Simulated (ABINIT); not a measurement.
# BAs (F-43m): G0W0 in ABINIT against the bands in the self-energy

Wanted: the cheapest bands in the self-energy that holds the gap of BAs (F-43m).

Main program and level: ABINIT 10.8.3; PBE and many-body steps on it, plane waves.

This is a report of a sequence of runs, with most program output left out.

**1. The structure**

Symmetry: F-43m, No. 216, cubic system. Conventional cell: a = 4.777 Å, b = 4.777 Å, c = 4.777 Å, α = 90.00°, β = 90.00°, γ = 90.00°. Nearest to B lie 4 As at 2.07 Å. As has 4 B at 2.07 Å nearest. Farther neighbours are not listed.

As a file:

```cif
data_structure
_symmetry_space_group_name_H-M 'F-43m'
_symmetry_Int_Tables_number 216
_cell_length_a 4.7770
_cell_length_b 4.7770
_cell_length_c 4.7770
_cell_angle_alpha 90.000
_cell_angle_beta 90.000
_cell_angle_gamma 90.000
_cell_volume 109.01
loop_
_atom_site_label
_atom_site_type_symbol
_atom_site_symmetry_multiplicity
_atom_site_Wyckoff_symbol
_atom_site_fract_x
_atom_site_fract_y
_atom_site_fract_z
_atom_site_occupancy
B1 B 4 a 0.00000 0.00000 0.00000 1
As1 As 4 d 0.25000 0.25000 0.75000 1
```

The cell and positions come from the Crystallography Open Database and are kept as given unless a step says otherwise.

**2. Screening, 6×6×6 mesh, 253 bands, screening to 326.5 eV**

This step: ABINIT 10.8.3; RPA screening on PBE, plane waves, norm-conserving pseudopotentials.

The RPA dielectric matrix is built and inverted for each q.

run.abi reads:

```
acell 3*1.0 Angstrom
rprim 
  -0.000000000000 2.388500000000 2.388500000000
  2.388500000000 -0.000000000000 2.388500000000
  2.388500000000 2.388500000000 -0.000000000000
ntypat 2
znucl 5 33
natom 2
typat 1 2
xred 
  0.000000000000 0.000000000000 0.000000000000
  0.250000000000 0.250000000000 0.250000000000
pp_dirpath "pseudos"
pseudos "B.upf, As.upf"
ecut 38
ngkpt 6 6 6
nshiftk 1
shiftk 0 0 0
kptopt 1
chksymbreak 0
istwfk *1
occopt 1
irdwfk 1
optdriver 3
nband 253
ecuteps 12
inclvkb 2
awtr 1
symchi 1
indata_prefix "in"
outdata_prefix "out"
tmpdata_prefix "tmp"
```

The run is started by

```console
$ OMP_NUM_THREADS=1 mpirun -n 4 abinit run.abi > log
```

The job ended after 7.5 min (4 MPI ranks of Arm Neoverse V1, shared host; peak memory 2 GiB; 30 min of CPU time).

Numbers from this step:

```
ε∞ with local fields, on this mesh, along the program's q direction : 10.49
the same without local fields                                       : 11.49
plasma frequency                                                    : 30.18 eV
plane waves in the screening matrix                                 : 339
```

Local fields lower ε∞ by 9 %.

**3. 17 bands**

This step: G0W0 on PBE, plane waves, norm-conserving pseudopotentials.

run.abi, as its differences from that of step 2:

```diff
@@ -23,8 +23,17 @@
 irdwfk 1
-optdriver 3
-nband 253
+optdriver 4
+nband 17
+gwcalctyp 0
+ecutsigx 38
+symsigma 1
+nkptgw 2
+kptgw 
+  0.0000000000 0.0000000000 0.0000000000
+  0.3333333333 0.3333333333 0.0000000000
+bdgw 
+  7 12
+  8 11
 ecuteps 12
-inclvkb 2
-awtr 1
-symchi 1
+irdscr 1
+ppmodel 1
 indata_prefix "in"
```

Elapsed: 11 s, on 4 MPI ranks; peak memory 0.88 GiB.

Numbers from this step:

| Property | Result |
| --- | --- |
| G0W0 gap on the points computed | 1.968 eV |
| starting gap on the mesh | 1.294 eV |
| k of the valence top | 0, 0, 0 |
| k of the conduction bottom | 0.3333, 0.3333, 0 |
| Z at the valence top | 0.819 |
| Z at the conduction bottom | 0.827 |
| least direct G0W0 gap on the computed points | 4.147 eV |

**4. 30 bands**

run.abi, as its differences from that of step 3:

```diff
@@ -24,3 +24,3 @@
 optdriver 4
-nband 17
+nband 30
 gwcalctyp 0
```

Wall time 15 s (4 MPI ranks); peak memory 0.95 GiB.

This step gave:

- G0W0 gap on the points computed: 2.046 eV
- starting gap on the mesh: 1.294 eV
- k of the valence top: 0, 0, 0
- k of the conduction bottom: 0.3333, 0.3333, 0
- Z at the valence top: 0.81
- Z at the conduction bottom: 0.819
- least direct G0W0 gap on the computed points: 4.074 eV

**5. 70 bands**

The self-energy is evaluated for the states that the input lists, and the levels follow from it, in one-shot runs by the linearised quasiparticle equation.

run.abi, as its differences from that of step 4:

```diff
@@ -24,3 +24,3 @@
 optdriver 4
-nband 30
+nband 70
 gwcalctyp 0
```

Run time: 31 s. Hardware: 4 MPI ranks; peak memory 1.2 GiB; 2.1 min of CPU time.

Numbers from this step:

```
G0W0 gap on the points computed              : 2.149 eV
starting gap on the mesh                     : 1.294 eV
k of the valence top                         : 0, 0, 0
k of the conduction bottom                   : 0.3333, 0.3333, 0
least direct G0W0 gap on the computed points : 4.097 eV
```

The gap on the mesh goes from 1.29 eV to 2.15 eV, a correction of +0.85 eV.

**6. 152 bands**

run.abi, as its differences from that of step 5:

```diff
@@ -24,3 +24,3 @@
 optdriver 4
-nband 70
+nband 152
 gwcalctyp 0
```

Elapsed: 62 s, on 4 MPI ranks; peak memory 1.6 GiB; 4.1 min of CPU time.

This step gave:

```
G0W0 gap on the points computed              : 2.198 eV
starting gap on the mesh                     : 1.294 eV
k of the valence top                         : 0, 0, 0
k of the conduction bottom                   : 0.3333, 0.3333, 0
least direct G0W0 gap on the computed points : 4.119 eV
```

Against the run before, the gap moves by +0.049 eV.

**7. 253 bands**

run.abi, as its differences from that of step 6:

```diff
@@ -24,3 +24,3 @@
 optdriver 4
-nband 152
+nband 253
 gwcalctyp 0
```

Run time: 1.7 min. Hardware: 4 MPI ranks; peak memory 2.1 GiB; 6.8 min of CPU time.

This step gave:

```
G0W0 gap on the points computed              : 2.211 eV
starting gap on the mesh                     : 1.294 eV
k of the valence top                         : 0, 0, 0
k of the conduction bottom                   : 0.3333, 0.3333, 0
least direct G0W0 gap on the computed points : 4.124 eV
```

Against the run before, the gap moves by +0.013 eV.

**8. Side by side**

Times are wall times on 4 MPI ranks of Arm Neoverse V1, shared host, good to a factor of about two. A run's time includes the screening step that it read.

| run | mesh | bands | screening cutoff (eV) | DFT gap (eV) | gap on the mesh (eV) | direct (eV) | ε∞ used | time |
| --- | --- | --- | --- | --- | --- | --- | --- | --- |
| 17 bands | 6×6×6 | 17 | 326.5 | 1.294 | 1.968 | 4.147 | 10.49 | 7.6 min |
| 30 bands | 6×6×6 | 30 | 326.5 | 1.294 | 2.046 | 4.074 | 10.49 | 7.7 min |
| 70 bands | 6×6×6 | 70 | 326.5 | 1.294 | 2.149 | 4.097 | 10.49 | 8 min |
| 152 bands | 6×6×6 | 152 | 326.5 | 1.294 | 2.198 | 4.119 | 10.49 | 8.5 min |
| 253 bands | 6×6×6 | 253 | 326.5 | 1.294 | 2.211 | 4.124 | 10.49 | 9.2 min |

**9. Outcome**

| Item | Value |
| --- | --- |
| 17 bands | 1.968 eV |
| 30 bands | 2.046 eV |
| 70 bands | 2.149 eV |
| 152 bands | 2.198 eV |
| 253 bands | 2.211 eV |
| known limits | not at the basis limit; exchange with frozen shells missing; no spin-orbit coupling |

The setting moved: bands in the self-energy. From 17 bands to 253 bands the gap moves by +0.24 eV. The last step still moves it by +0.013 eV. Bands and screening cutoff are coupled, so a series along one setting does not show full convergence. Bands and cutoff are finite, so the gap is not at the basis limit. The miss can reach some tenths of an eV and take either sign; the mesh is an error of its own. In the G0W0 runs levels were corrected at 2 k points alone, so a gap called «on the mesh» is the least over those, and an edge elsewhere would be missed. The norm-conserving file of at least one element keeps a d shell over frozen s and p shells of the same row. Exchange with those shells is missing from the self-energy, an error of 0.3 to 0.9 eV in cases checked, whose sign depends on which edge lies on those atoms. The many-body steps are scalar-relativistic: spin-orbit coupling is not in them.

[Paths, hosts, dates, memory and timing lines, banners, echoed tables and standing remarks are left out of the program output.]

[Logs are printed without paths, hosts, clocks, repeated set-up lines and the standing remarks that a program may print on its own settings, such as how far it seeks lower states.]

[Runs of the session that timed out or met a known fault of the program may be left out.]

[Hosts, paths, dates, database ids (printed as entryN), source tags and the programs' standing remarks are cut or masked in the printed files.]

[G0W0 gaps are taken among the corrected bands and points alone; a level outside them can change the order at an edge.]

[Where Ansatz stands beside ABINIT at settings called matched, ABINIT's density can come from a denser mesh and the files from another edition; pairs whose starting gaps differed by over 0.03 eV were left out, so agreement reads better than it is.]
